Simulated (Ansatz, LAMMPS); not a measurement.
# Structural relaxation of Zn2+ BF4- in dimethoxyethane and tetrahydrofuran, from a frame at 400 K (85 atoms)

Aim: bring Zn2+ BF4- in dimethoxyethane and tetrahydrofuran, from a frame at 400 K (85 atoms) to a nearby minimum of the energy and see what moves.

Method: Kohn-Sham DFT, r2SCAN+D3(BJ), PAW (set soft_2), plane waves, in Ansatz 0.2.0.

**1. The structure**

The cell holds 85 atoms: 20 C, 8 O, 46 H, 2 B, 8 F and 1 Zn. Cell: a = 9.806 Å, b = 9.806 Å, c = 9.806 Å, α = 90.0°, β = 90.0°, γ = 90.0°. 3 dimethoxyethane, 2 tetrahydrofuran, 1 Zn2+, 2 BF4- placed at random, at 1.15 g/cm³; overlaps pushed apart, then 10 ps at 550 K with stiff harmonic cages for PF6 and BF4 with UFF radii; divalent ions of Li, Roberts, Chakravorty and Merz (J. Chem. Theory Comput. 9, 2733 (2013)); MMFF94 bonds, angles, torsions, charges and radii (Halgren, J. Comput. Chem. 17, 490 (1996)) in harmonic and 12-6 forms; charges of ions scaled by 0.8. Snapshot after 30 ps at 400 K and fixed volume.

Before any run, some limits are plain. The network of contacts between molecules at the start is that of the classical potential that made the cell. The density was typed from a rule of thumb and may lie off the real one at this temperature. Only the Γ point is sampled, in a cell whose shortest periodic width is 10 Å.

**2. Single point at the start**

A single point comes first, to see the forces before anything moves.

The input, input.yaml:

```yaml
crystal:
  lattice:
    - [9.80591, 0.0, 0.0]
    - [0.0, 9.80591, 0.0]
    - [0.0, 0.0, 9.80591]
  atoms:
    - { symbol: C, position: [0.234, 0.9518, 0.33778] }
    - { symbol: O, position: [0.18467, 0.96778, 0.19855] }
    - { symbol: C, position: [0.11299, 0.84299, 0.16293] }
    - { symbol: C, position: [0.05437, 0.86683, 0.02724] }
    [... 75 atom lines left out ...]
    - { symbol: B, position: [0.03868, 0.25454, 0.38111] }
    - { symbol: F, position: [0.98503, 0.38608, 0.38582] }
    - { symbol: F, position: [0.94007, 0.15611, 0.42848] }
    - { symbol: F, position: [0.1517, 0.23042, 0.46605] }
    - { symbol: F, position: [0.06037, 0.21466, 0.24451] }
    - { symbol: Zn, position: [0.13525, 0.12857, 0.08897] }
kpoints:
  mp_grid: { grid: [1, 1, 1] }
hamiltonian:
  xc: r2scan
  dispersion: d3bj
scf:
  occupations: { method: gaussian, width: 0.025 }
output:
  forces: true
  stress: true
  populations: true
  dos:
    method: { smearing: { sigma: 0.1 } }
    de: 0.1
    projected: { site_lists: { B: [B], C: [C], F: [F], H: [H], O: [O] } }
  eigenvalues: true
```

The run is started by

```bash
$ ansatz run input.yaml --threads 4 --pin off --max-ram 8192MiB --backend cpu --events-out ev --progress --plain --runs-dir out
```

Elapsed: 27 s, on 4 threads of Intel Xeon Platinum 8259CL at 2.50GHz (Skylake/Cascade Lake), shared host; peak memory 2.3 GiB; 99 s of CPU time.

Notices of the run: dispersion damping borrowed.

The run gave:

| Quantity | Value |
| --- | --- |
| free energy | -20437.0091 eV |
| free energy per atom | -240.4354 eV/atom |
| SCF cycles | 10 |
| pressure | 3.387 GPa |
| r.m.s. force component | 1.227 eV/Å |
| longest force | 7.28 eV/Å |
| Fermi energy | 1.566 eV |
| gap (highest filled to lowest empty level) | 4.846 eV |
| spilling of the projection | 0.01209 |

The r.m.s. force component of 1.2 eV/Å and the pressure of 3.4 GPa set the starting point.

Neighbours are counted within 1.34 Å (H-C), 1.85 Å (C-C), 1.73 Å (C-O), 1.72 Å (F-B), 2.09 Å (F-Zn), 2.38 Å (O-Zn).

Length of the force by element and coordination:

```
element  coordination  atoms  mean length of the force (eV/Å)  spread  least  most
      B           all      2                             3.08   0.130   2.96  3.21
      C           all     20                             2.35    1.20  0.696  5.89
      F           all      8                             2.24    2.05  0.778  7.28
      F             1      6                             1.64   0.808  0.778  3.01
      F             2      2                             4.04    3.24  0.803  7.28
      H           all     46                             1.25   0.686  0.338  3.37
      O           all      8                             2.17   0.656   1.01  3.33
      O             2      5                             1.91   0.591   1.01  2.76
      O             3      3                             2.59   0.526   2.13  3.33
     Zn           all      1                             4.15       0   4.15  4.15
```

**3. Relaxation**

The atoms are relaxed in the fixed cell, aiming at the force tolerance of the input.

input.yaml, the sections that differ from step 2:

```yaml
output:
  forces: true
relax:
  f_tol: 0.05
  max_steps: 200
# crystal, kpoints, hamiltonian, scf: as in step 2
```

Wall time 11 min (4 threads); peak memory 2.4 GiB.

The steps of the relaxation (22 of 40):

```
step  energy less that of the first step (eV)  largest force component (eV/Å)
   1                                   0.0000                          5.8507
   3                                  -6.3401                          0.9026
   5                                  -6.8041                          0.2335
   7                                  -6.9353                          0.2082
   8                                  -6.9635                          0.2104
  10                                  -7.0136                          0.2465
  12                                  -7.0594                          0.2963
  14                                  -7.0886                          0.1657
  16                                  -7.1001                          0.1088
  18                                  -7.1067                          0.0372
  20                                  -7.1105                          0.0611
  21                                  -7.1121                          0.0871
  23                                  -7.1147                          0.0982
  25                                  -7.1168                          0.0493
  27                                  -7.1176                          0.0512
  29                                  -7.1200                          0.0681
  31                                  -7.1230                          0.0888
  33                                  -7.1266                          0.1444
  34                                  -7.1288                          0.1598
  36                                  -7.1339                          0.1808
  38                                  -7.1377                          0.0981
  40                                  -7.1392                          0.0344
```

The atoms that moved most (Å):

```
atom      dx      dy      dz  length
 H69  -0.644  -1.819   0.512   1.997
 H70  -1.184  -1.032  -0.554   1.665
 F81  -0.839  -1.210   0.171   1.482
 H72   0.626  -0.881   0.893   1.402
 H26  -1.280  -0.170   0.483   1.379
 F82   0.189  -1.101  -0.803   1.376
 H55   0.783   0.142   1.100   1.357
 H73  -0.992  -0.145   0.827   1.300
```

The relaxation changed the energy by -84.0 meV/atom, and atoms moved by 0.86 Å r.m.s., 2.0 Å at most.

**4. Distances and neighbours after relaxation**

Bonds before and after, by the cutoffs listed below:

```
pair  bonds before  bonds after  mean before (Å)  mean after (Å)  spread before (Å)  spread after (Å)
 H-C            46           46            1.086           1.092              0.036             0.004
 C-C             9            9            1.496           1.524              0.052             0.014
 C-O            16           16            1.427           1.432              0.033             0.013
 F-B             8            8            1.415           1.408              0.042             0.049
F-Zn             3            3            1.898           2.092              0.173             0.082
O-Zn             3            3            1.959           2.052              0.016             0.015
```

Density 1.15 g/cm³, 11.09 Å³ an atom.

Pair distribution functions g(r), in bins of 0.2 Å:

```
r (Å)  total   H-H    H-C   H-F   H-O   H-B  H-Zn
 1.00   4.04  0.00  15.90  0.00  0.00  0.00  0.00
 1.20   0.08  0.00   0.32  0.00  0.00  0.00  0.00
 1.40   1.23  0.00   0.00  0.00  0.00  0.00  0.00
 1.60   0.40  0.00   0.00  0.00  0.00  0.00  0.00
 1.80   1.05  3.60   0.00  0.00  0.00  0.00  0.00
 2.00   1.05  0.00   0.00  0.00  9.15  0.00  0.00
 2.20   0.98  0.07   3.11  0.00  0.00  0.00  0.00
 2.40   1.18  1.84   0.07  0.84  0.35  0.00  0.00
 2.60   0.97  1.18   1.18  1.50  1.49  0.00  0.00
 2.80   0.65  1.08   0.37  0.66  1.18  0.00  0.98
 3.00   0.95  1.35   0.91  0.80  0.35  0.45  2.67
 3.20   1.01  0.66   1.38  1.38  0.70  1.93  0.83
 3.40   0.86  0.70   1.11  0.88  1.08  1.04  2.15
 3.60   0.92  0.90   0.66  1.03  0.55  2.50  1.29
 3.80   0.90  0.88   0.87  1.07  0.50  1.99  1.69
 4.00   1.05  1.15   0.97  0.97  1.08  1.01  2.09
 4.20   0.95  0.95   0.77  1.15  1.27  0.91  0.45
 4.40   0.95  0.91   0.86  1.26  1.31  1.02  0.00
 4.60   1.04  1.05   1.00  1.43  0.96  0.97  0.76
 4.80   1.13  1.05   1.14  1.20  0.62  1.42  0.70
```

Bonds by pair of elements; cutoffs follow the first minimum of g(r), held within bounds set by covalent radii, and pairs that aren't listed don't count as bonded:

```
pair A-B  cutoff (Å)  bonds  mean length (Å)  spread (Å)  shortest (Å)  B about A  A about B
     H-C        1.34     46             1.09       0.004          1.09          1        2.3
     C-C        1.85      9             1.52       0.014          1.50        0.9        0.9
     C-O        1.73     16             1.43       0.013          1.41        0.8          2
     F-B        1.72      8             1.41       0.049          1.36          1          4
    F-Zn        2.38      3             2.09       0.082          2.00      0.375          3
    O-Zn        2.48      3             2.05       0.015          2.03      0.375          3
```

How many atoms have how many bonded neighbours:

```
element  mean   1  2  3   4  6
      B     4   0  0  0   2  0
      C     4   0  0  0  20  0
      F  1.38   5  3  0   0  0
      H     1  46  0  0   0  0
      O  2.38   0  5  3   0  0
     Zn     6   0  0  0   0  1
```

Bond angles (no mean is given where the spread exceeds 20°):

```
angle  count  mean (°)  spread (°)
H-C-O     38       109         1.7
C-C-H     36       111         1.6
H-C-H     32       109         1.1
F-B-F     12       109         3.5
C-C-O     10       109         3.2
```

Bond length by coordination (bonds to H left out):

```
element  coordination  atoms  mean bond length (Å)
      F             1      5                  1.37
      F             2      3                  1.78
      O             2      5                  1.42
      O             3      3                  1.65
```

Rings of the network by King's shortest-path rule, up to 12 atoms, one path for each pair of neighbours; H, halogens, alkali and alkaline-earth atoms are left out, and the last column divides by all other atoms, bonded or not:

```
ring size (atoms)  rings  per network atom
                5      3             0.097
```

Counting bonds as in the table, all B atoms have 4, all C atoms have 4, 62 % of F atoms have 1 and all H atoms have 1 bonded neighbour. The H-C-O angle averages 109° with a spread of 1.7°. All rings counted have 5 atoms.

**5. Single point at the relaxed geometry**

One more single point at the end of the walk gives the fuller output and checks the residual forces.

The input, input.yaml:

```yaml
crystal:
  lattice:
    - [9.80591, 0.0, 0.0]
    - [0.0, 9.80591, 0.0]
    - [0.0, 0.0, 9.80591]
  atoms:
    - { symbol: C, position: [0.24865, 0.91638, 0.26112] }
    - { symbol: O, position: [0.17552, 0.94631, 0.13764] }
    - { symbol: C, position: [0.06632, 0.85245, 0.10997] }
    - { symbol: C, position: [0.00526, 0.89655, 0.97581] }
    [... 75 atom lines left out ...]
    - { symbol: B, position: [0.00435, 0.1757, 0.37174] }
    - { symbol: F, position: [0.89952, 0.26264, 0.40327] }
    - { symbol: F, position: [0.95936, 0.04385, 0.34656] }
    - { symbol: F, position: [0.10834, 0.17879, 0.46572] }
    - { symbol: F, position: [0.06289, 0.225, 0.2394] }
    - { symbol: Zn, position: [0.13366, 0.14113, 0.06793] }
kpoints:
  mp_grid: { grid: [1, 1, 1] }
hamiltonian:
  xc: r2scan
  dispersion: d3bj
scf:
  occupations: { method: gaussian, width: 0.025 }
output:
  forces: true
  stress: true
  populations: intrinsic
  dos:
    method: { smearing: { sigma: 0.15 } }
    de: 0.1
    projected: { site_lists: { B: [B], C: [C], F: [F], H: [H], O: [O] } }
  eigenvalues: true
  write_density: true
  write_potential: true
  volumetric_format: npy
```

Elapsed: 34 s, on 4 threads; peak memory 2.3 GiB.

The program notes that the exchange-correlation potential is rough where the density is thin.

Read from the output:

```
free energy                                      : -20444.1484 eV
free energy per atom                             : -240.5194 eV/atom
SCF cycles                                       : 10
pressure                                         : -0.4727 GPa
r.m.s. force component                           : 0.00483 eV/Å
longest force                                    : 0.03678 eV/Å
Fermi energy                                     : 1.244 eV
gap (highest filled to lowest empty level) : 4.902 eV
```

Intrinsic-atomic-orbital charges by element and coordination:

```
element  coordination  atoms  mean charge (e)  spread   least    most
      B           all      2            0.927  0.0055   0.921   0.932
      C           all     20           -0.216   0.105  -0.356  -0.102
      F           all      8           -0.451  0.0321  -0.511  -0.418
      F             1      5           -0.428   0.009  -0.441  -0.418
      F             2      3           -0.490  0.0147  -0.511  -0.478
      H           all     46            0.175  0.0185   0.140   0.211
      O           all      8           -0.440  0.0241  -0.475  -0.414
      O             2      5           -0.424  0.0129  -0.449  -0.414
      O             3      3           -0.468  0.0066  -0.475  -0.459
     Zn           all      1             1.55       0    1.55    1.55
```

States in the cell by windows of 1 eV, zero at the Fermi level; the larger projections on atomic orbitals stand beside the total:

```
from (eV)  to (eV)  total   C p  H s   F p  O p  C s
      -18      -17    2.7   0.2  0.5   0.0  0.5  1.4
      -17      -16    7.3   0.9  1.4   0.0  0.6  4.0
      -16      -15    7.6   0.5  1.8   0.0  1.3  3.8
      -15      -14    4.5   0.4  1.2   0.0  0.7  1.8
      -14      -13    5.5   0.8  1.6   0.0  0.5  1.9
      -13      -12    2.7   0.6  0.7   0.0  0.4  0.7
      -12      -11   13.5   2.8  2.7   2.9  0.8  3.0
      -11      -10    9.2   3.1  1.1   1.4  2.4  0.2
      -10       -9   25.1   7.5  2.7   7.8  4.0  0.2
       -9       -8   21.6   7.4  2.8   3.2  3.6  0.2
       -8       -7   25.1   8.8  4.4   5.1  2.8  0.2
       -7       -6   33.9  10.8  6.1  12.9  2.7  0.1
       -6       -5   25.3   8.0  3.1  11.0  2.1  0.1
       -5       -4   19.4   6.7  4.3   0.3  7.1  0.1
       -4       -3    3.1   0.5  0.5   0.0  1.9  0.0
       -3       -2    9.4   0.9  1.7   0.0  6.5  0.0
       -2        2    0.0   0.0  0.0   0.0  0.0  0.0
        2        3    3.7   0.6  0.8   0.1  0.1  0.3
        3        4    7.6   1.5  2.0   0.0  0.2  0.7
        4        5   17.0   3.5  4.4   0.1  0.5  1.5
```

Between -26 and -18 eV lie 16 more states.

The stored curve holds about 232 of the 248 electrons; the rest, give or take the few that broadening carries across the Fermi level, lie in deeper levels below its range.

Not all projections were asked for or kept, so they needn't add up to the total.

The levels nearest the highest filled one (over half full), pooled over k-points and spins:

```
level less the highest filled one (eV)  occupation
                                 -1.44           2
                                -0.484           2
                                -0.405           2
                               -0.0766           2
                                -0.035           2
                                     0           2
                                  4.90           0
                                  5.32           0
                                  5.95           0
                                  6.09           0
                                  6.16           0
                                  6.42           0
```

Mean intrinsic-atomic-orbital charges: B +0.93, C -0.22, F -0.45, H +0.17, O -0.44, Zn +1.55 e.

1 further run on a deliberately doubtful input is not shown.

**6. Summary of results**

| Item | Value |
| --- | --- |
| energy change in the relaxation | -83.99 meV/atom |
| r.m.s. displacement | 0.856 Å |
| largest displacement | 1.997 Å |
| free energy per atom | -240.5194 eV/atom |
| pressure | -0.4727 GPa |
| r.m.s. force component | 0.00483 eV/Å |
| gap (highest filled to lowest empty level) | 4.902 eV |
| wall time of the 3 DFT runs | 12 min |

Relaxation lowers the energy by 84.0 meV/atom and moves atoms by 0.86 Å r.m.s.; the r.m.s. force component goes from 1.2 to 0.0048 eV/Å, the pressure goes from 3.4 to -0.47 GPa, and the gap from 4.85 to 4.90 eV. By the final cutoffs no bond was broken or made. From the first step to the last the energy fell by 7.139 eV, and the largest move was 2.00 Å (H69). The C-C bonds go from 1.496 Å (spread 0.052) to 1.524 Å (spread 0.014). Counting bonds as in the table, all B atoms have 4, all C atoms have 4, 62 % of F atoms have 1 and all H atoms have 1 bonded neighbour. The highest filled and lowest empty levels differ by 4.90 eV (at Γ alone); a semilocal functional tends to put such gaps too low. In a disordered cell it changes from sample to sample and from frame to frame.

Caveats: The network of contacts between molecules at the start is that of the classical potential that made the cell; in DFT atoms moved by 0.86 Å r.m.s.

[Logs are printed without paths, hosts, clocks, repeated set-up lines and the standing remarks that a program may print on its own settings, such as how far it seeks lower states.]

[Hosts, paths, dates, database ids (printed as entryN), source tags and the programs' standing remarks are cut or masked in the printed files.]

[The MMFF94 radii named for the starting cell were scaled by 0.96; in molecules described by MMFF94, hydrogen bound to N, O or S took a small fixed 12-6 site in their place.]
